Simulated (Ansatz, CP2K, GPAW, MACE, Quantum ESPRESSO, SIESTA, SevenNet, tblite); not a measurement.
# Random rock-salt alloy of NbC and TiC (64 atoms): one structure in several programs

Wanted: errors and costs of other methods on random rock-salt alloy of NbC and TiC (64 atoms). A plane-wave run serves as the reference.

Program: Quantum ESPRESSO 7.5. Level of theory: Kohn-Sham DFT, PBE, SSSP efficiency 1.3.0 pseudopotentials, plane waves. Results are calculated unless marked as measured.

**1. Set-up**

The cell holds 64 atoms: 20 Ti, 32 C and 12 Nb. Cell: a = 8.762 Å, b = 8.762 Å, c = 8.762 Å, α = 90.0°, β = 90.0°, γ = 90.0°. It derives from NbC (rock-salt), repeated 2×2×2. Rock-salt NbC, 2 x 2 x 2 conventional cells, 20 of 32 Nb sites given to Ti at random (x = 0.625), lattice by Vegard's rule (a = 4.381 Å); not relaxed, displaced by a Gaussian of 0.02 Å. Then every atom was moved at random, 0.02 Å r.m.s. a Cartesian component.

**2. Plane-wave reference**

The input, pw.in:

```
&control
  calculation = 'scf'
  pseudo_dir = './pseudo'
  outdir = './tmp'
  disk_io = 'none'
  tprnfor = .true.
  tstress = .true.
/
&system
  ibrav = 0
  nat = 64
  ntyp = 3
  ecutwfc = 45
  ecutrho = 360
  nosym = .true.
  occupations = 'smearing'
  smearing = 'fd'
  degauss = 0.003675
/
&electrons
  conv_thr = 3.2e-07
  electron_maxstep = 100
  mixing_beta = 0.2
  mixing_mode = 'local-TF'
  diagonalization = 'david'
/
ATOMIC_SPECIES
Ti 47.867 Ti.upf
C 12.011 C.upf
Nb 92.906 Nb.upf
CELL_PARAMETERS angstrom
8.76240 0.00000 0.00000
0.00000 8.76240 0.00000
0.00000 0.00000 8.76240
ATOMIC_POSITIONS crystal
Ti 0.00160 0.00252 0.00218
C 0.25329 0.00012 0.00156
Nb 0.99677 0.24866 0.25305
C 0.25189 0.25325 0.24903
Ti 0.25004 0.00196 0.24885
C 0.99798 0.00572 0.24824
Ti 0.24299 0.25425 0.99947
C 0.00211 0.25113 0.99974
Ti 0.99815 0.00079 0.49828
C 0.25399 0.00541 0.49587
Ti 0.00015 0.25545 0.75274
C 0.25148 0.25488 0.75225
[... 48 atom lines left out ...]
Ti 0.75146 0.50084 0.74807
C 0.49562 0.50103 0.74898
Ti 0.74638 0.75558 0.50132
C 0.49891 0.74977 0.50364
K_POINTS gamma
```

The run is started by

```console
> OMP_NUM_THREADS=1 mpirun -np 2 pw.x -in pw.in > output.txt
```

The log of the run:

```text
Program PWSCF
     gamma-point specific algorithms are used
     Parallelization info
     sticks:   dense  smooth     PW     G-vecs:    dense   smooth      PW
     Min        3921    1968    485               261652    92591   11511
     Max        3924    1969    488               261653    92592   11520
     Sum        7845    3937    973               523305   185183   23031
     bravais-lattice index     =            0
     lattice parameter (alat)  =      16.5585  a.u.
     unit-cell volume          =    4540.1042 (a.u.)^3
     number of atoms/cell      =           64
     number of atomic types    =            3
     number of electrons       =       524.00
     number of Kohn-Sham states=          314
     kinetic-energy cutoff     =      45.0000  Ry
[... lines left out ...]
     scf convergence threshold =      3.2E-07
[... lines left out ...]
     number of k points=     1  Fermi-Dirac smearing, width (Ry)=  0.0037
[... lines left out ...]
     total energy              =   -7000.10526282 Ry
[... lines left out ...]
     total energy              =   -6987.50947848 Ry
[... lines left out ...]
     total energy              =   -6986.98517395 Ry
[... lines left out ...]
     c_bands:  1 eigenvalues not converged
[... lines left out ...]
     total energy              =   -6989.65717976 Ry
[... lines left out ...]
     total energy              =   -6989.65718034 Ry
[... lines left out ...]
   -40.5393 -40.5239 -40.5050 -40.4865 -38.9042 -38.8861 -38.8637 -38.8506
[...]
18.6850  18.6983  18.7179  18.7431  18.7506  18.7890  18.8137  18.8813
    18.8847  18.8880  18.9068  18.9173  18.9235  18.9408  18.9546  19.0839
    19.1168  19.1218
     the Fermi energy is    16.1379 ev
!    total energy              =   -6989.65718056 Ry
     estimated scf accuracy    <       0.00000005 Ry
     smearing contrib. (-TS)   =      -0.00461668 Ry
     internal energy E=F+TS    =   -6989.65256388 Ry
     The total energy is F=E-TS. E is the sum of the following terms:
     one-electron contribution =    -651.80584506 Ry
     hartree contribution      =     632.79823886 Ry
     xc contribution           =    -856.81328823 Ry
     ewald contribution        =   -3414.32750487 Ry
     one-center paw contrib.   =   -2699.50416459 Ry
     convergence has been achieved in  20 iterations
     negative rho (up, down):  2.069E-02 0.000E+00
     Forces acting on atoms (cartesian axes, Ry/au):
     atom    1 type  1   force =     0.01854123   -0.00652373   -0.02991850
     atom    2 type  2   force =    -0.01924215    0.00919549   -0.00779118
     atom    3 type  3   force =     0.00840649    0.00941804   -0.00640485
[...]
atom   63 type  1   force =    -0.00337790   -0.02073096    0.02030010
     atom   64 type  2   force =     0.01116948    0.01142871   -0.01931737
     Total force =     0.280040     Total SCF correction =     0.000641
     Computing stress (Cartesian axis) and pressure
     negative rho (up, down):  2.069E-02 0.000E+00
          total   stress  (Ry/bohr**3)                   (kbar)     P=       29.44
   0.00021161  -0.00000450   0.00002379           31.13       -0.66        3.50
  -0.00000450   0.00021380   0.00000274           -0.66       31.45        0.40
   0.00002379   0.00000274   0.00017499            3.50        0.40       25.74
     Message from routine punch:
     Nothing written, as per user request (disk_io='none')
```

Elapsed: 3.8 min, on 2 MPI ranks of Arm Neoverse V1, shared host; peak memory 1.4 GiB; 7.6 min of CPU time.

Banners, paths, timers and routine set-up lines are dropped from the logs unmarked, and long logs keep their key lines alone; longer cuts are marked.

Numbers from this run:

```
r.m.s. force component : 0.5196 eV/Å
longest force          : 2.174 eV/Å
pressure               : 2.944 GPa
```

**3. The ladder**

The programs:
- CP2K 2026.2: Gaussian basis with GTH pseudopotentials and a plane-wave density; labels give functional, basis (MOLOPT sets; SR short-range, UZH the newer set with its own potentials), grid cutoff/relative cutoff and solver (OT: orbital transformation; TRS4, TC2, SIGN: linear-scaling purification with its sparsity filter), or its built-in tight binding.
- MACE: machine-learned potential, published weights.
- Quantum ESPRESSO 7.5: plane waves; labels (QE) give functional, pseudopotential set and cutoffs of waves/density.
- SIESTA 5.4.2: numerical atomic orbitals, whose automatically made sets are far from complete, with PseudoDojo norm-conserving potentials that we converted to its format (checked against plane waves on the same files for H, C, O, Si, Ge and Ca alone); labels give functional, basis size, energy shift and mesh cutoff.
- SevenNet: machine-learned potential, published weights.
- tblite 0.8.0: extended tight binding, driven from Python.

All use the same cell and atoms; the electronic-structure runs use the same k-mesh, and an electronic temperature of 580 K (0.05 eV) where levels are smeared.

Differences are against the plane-wave reference, forces as r.m.s. over components; share is that over the reference's r.m.s. force, slope the least-squares factor from reference forces to these. Total energies of different programs have different zeros and aren't compared.

| run | Δ force, r.m.s. (meV/Å) | share (%) | slope | Δ pressure (GPa) | cores | CPU time | memory (GiB) |
| --- | --- | --- | --- | --- | --- | --- | --- |
| reference | - | - | - | - | 2 | 7.6 min | 1.4 |
| CP2K PBE, DZVP-MOLOPT-SR, 800/50 Ry, diagonalisation | 13.3 | 2.56 | 1.003 | -1.10 | 4 | 15 min | 6.0 |
| CP2K PBE, SZV-MOLOPT-SR, 800/50 Ry, diagonalisation (coarse) | 170 | 32.6 | 0.980 | -17.5 | 2 | 5.4 min | 2.9 |
| MACE MP-0b2 small potential | 187 | 36.0 | 0.792 | 3.68 | 1 | 7.1 s | 0.66 |
| MACE MPA-0 medium potential | 207 | 39.8 | 0.828 | 1.84 | 1 | 8.5 s | 1 |
| QE PBE, gbrv-1.5, 40/200 Ry | 12.4 | 2.39 | 0.992 | -0.338 | 2 | 6.2 min | 0.73 |
| SIESTA PBE, DZP, shift 0.01 Ry, mesh 500 Ry | 102 | 19.7 | 1.035 | 0.751 | 2 | 13 min | 2.0 |
| SIESTA PBE, SZ, shift 0.01 Ry, mesh 500 Ry (coarse) | 313 | 60.2 | 1.175 | -11.1 | 1 | 3.3 min | 0.9 |
| SIESTA PBE, SZP, shift 0.01 Ry, mesh 500 Ry (coarse) | 141 | 27.1 | 1.071 | 0.486 | 2 | 9.3 min | 1.8 |
| SevenNet 0 potential | 193 | 37.1 | 0.713 | 2.36 | 1 | 8.3 s | 0.98 |
| tblite GFN1-xTB | 390 | 75.1 | 0.547 | -19.3 | 1 | 6 s | 0.12 |

Rows marked coarse were listed beforehand as settings not expected to be converged; some can still land near the reference.

Times of the machine-learned potentials are mostly Python's start and the loading of weights.

CPU time is summed over cores on a shared host, where runs went side by side, so it is rough. Symmetry, cutoffs, thresholds, outputs and thread counts weren't matched or tuned between programs; memory under MPI is the largest rank's times the ranks.

Runs without a result: CP2K GFN1-xTB, diagonalisation (not converged, the SCF not settling); GPAW PBE, LCAO dzp, h 0.2 Å (cut off at its time limit of 12 min); GPAW PBE, LCAO dzp, h 0.28 Å (cut off at its time limit of 6.9 min); GPAW PBE, LCAO dzp, h 0.2 Å, other mixer settings (cut off at its time limit of 19 min); GPAW PBE, LCAO szp(dzp), h 0.2 Å (cut off at its time limit of 6.7 min).

Mean charges by element (e), by run and scheme:

| run | scheme | Ti | C | Nb |
| --- | --- | --- | --- | --- |
| CP2K PBE, DZVP-MOLOPT-SR, 800/50 Ry, diagonalisation | Mulliken | +0.11 | -0.24 | +0.44 |
| CP2K PBE, DZVP-MOLOPT-SR, 800/50 Ry, diagonalisation | Hirshfeld | +0.22 | -0.33 | +0.51 |
| SIESTA PBE, DZP, shift 0.01 Ry, mesh 500 Ry | Hirshfeld | +0.19 | -0.32 | +0.54 |
| tblite GFN1-xTB | Mulliken | -0.05 | -0.21 | +0.64 |

A second geometry, displaced anew (every atom was moved at random, 0.04 Å r.m.s. a Cartesian component), gives an energy difference that all programs can be tested on. The reference puts it at 33.10 meV/atom.

| run | energy less the first geometry's (meV/atom) | error (meV/atom) | force share at the second geometry (%) |
| --- | --- | --- | --- |
| CP2K PBE, DZVP-MOLOPT-SR, 800/50 Ry, diagonalisation | 33.13 | 0.0312 | 1.85 |
| MACE MPA-0 medium potential | 32.27 | -0.836 | 29.5 |
| tblite GFN1-xTB | 11.86 | -21.2 | 64.7 |
| MACE MP-0b2 small potential | 27.62 | -5.48 | 31.6 |
| SIESTA PBE, DZP, shift 0.01 Ry, mesh 500 Ry | 31.60 | -1.50 | 12.7 |
| SevenNet 0 potential | 22.23 | -10.9 | 37.4 |
| SIESTA PBE, SZP, shift 0.01 Ry, mesh 500 Ry | 33.32 | 0.218 | 17.4 |
| CP2K PBE, SZV-MOLOPT-SR, 800/50 Ry, diagonalisation | 30.25 | -2.86 | 24.8 |
| SIESTA PBE, SZ, shift 0.01 Ry, mesh 500 Ry | 34.95 | 1.85 | 37.7 |
| QE PBE, gbrv-1.5, 40/200 Ry | 33.02 | -0.0861 | 1.51 |

**4. Outcome**

```yaml
reference_r_m_s_force_component: 0.520 eV/Å
nearest_in_forces: QE PBE, gbrv-1.5, 40/200 Ry, 2.4 %
farthest_in_forces: tblite GFN1-xTB, 75 %
cheapest_electronic_structure_run_beside_the_reference: tblite GFN1-xTB, 6 s of CPU time
```

What this shows: PBE on plane waves or a grid with other potentials, cutoffs or grids, coarse settings apart, differs from the reference by 2.4 % (QE PBE, gbrv-1.5, 40/200 Ry) of the r.m.s. force; this holds the reference's own error, so differences of a few per cent don't tell which side is nearer the exact PBE result. The PBE runs in local orbitals, coarse settings apart, differ by 2.6 % (CP2K PBE, DZVP-MOLOPT-SR, 800/50 Ry, diagonalisation) to 20 % (SIESTA PBE, DZP, shift 0.01 Ry, mesh 500 Ry); basis, grid and potentials can all enter. Tight binding differs by 75 % (tblite GFN1-xTB); it is another model, with fitted parameters of its own, and the xTB methods hold dispersion. Machine-learned potentials differ by 36 % (MACE MP-0b2 small potential) to 40 % (MACE MPA-0 medium potential); they were trained on other programs' data. The reference samples few k-points for this cell, and its sampling error, which other DFT runs on the same mesh share, can be part of so large a difference. Among those trained on PBE data the slope goes as low as 0.71, which softening far from their training structures can give, though the reference's k-sampling is untested too. Runs with settings chosen to be coarse differ by 27 % (SIESTA PBE, SZP, shift 0.01 Ry, mesh 500 Ry) to 60 % (SIESTA PBE, SZ, shift 0.01 Ry, mesh 500 Ry), their programs' other errors included. Of the electronic-structure runs that take under half the reference's CPU time, SIESTA PBE, SZ, shift 0.01 Ry, mesh 500 Ry comes nearest, at 60 % in 3.3 min against 7.6 min, too far off to be of use; its pressure misses by -11.1 GPa. In pressure, CP2K PBE, SZV-MOLOPT-SR, 800/50 Ry, diagonalisation misses by -17.5 GPa, at the same functional. Charges hang on model, scheme and program or settings: among these rows the mean for Ti runs from -0.05 to +0.22 e, even in sign. The energy difference between the two geometries, 33.1 meV/atom in the reference, is met best by CP2K PBE, DZVP-MOLOPT-SR, 800/50 Ry, diagonalisation (+0.0312) and worst by tblite GFN1-xTB (-21.2). Periodic xTB results under one method name differ between programs and library versions. The reference's pressure holds the uncorrected Pulay stress of its 45 Ry basis, so small pressure differences, and their order, may be the reference's own error. Machine-learned potentials mimic data converged in k, so the reference's own k-point error enters their differences. The host structure and its lattice constant were typed by rule, without a check against the phase diagram. The reference's pressure of 2.9 GPa belongs to a cell and atoms that aren't relaxed at this level. The electronic-structure runs sample only Γ, in a cell whose shortest periodic width is 9 Å.

[Also dropped from logs without a mark: logging warnings of Python, and SIESTA's first energy breakdown and zero terms.]

[Logs are printed without paths, hosts, clocks, repeated set-up lines and the standing remarks that a program may print on its own settings, such as how far it seeks lower states.]

[Hosts, paths, dates, database ids (printed as entryN), source tags and the programs' standing remarks are cut or masked in the printed files.]
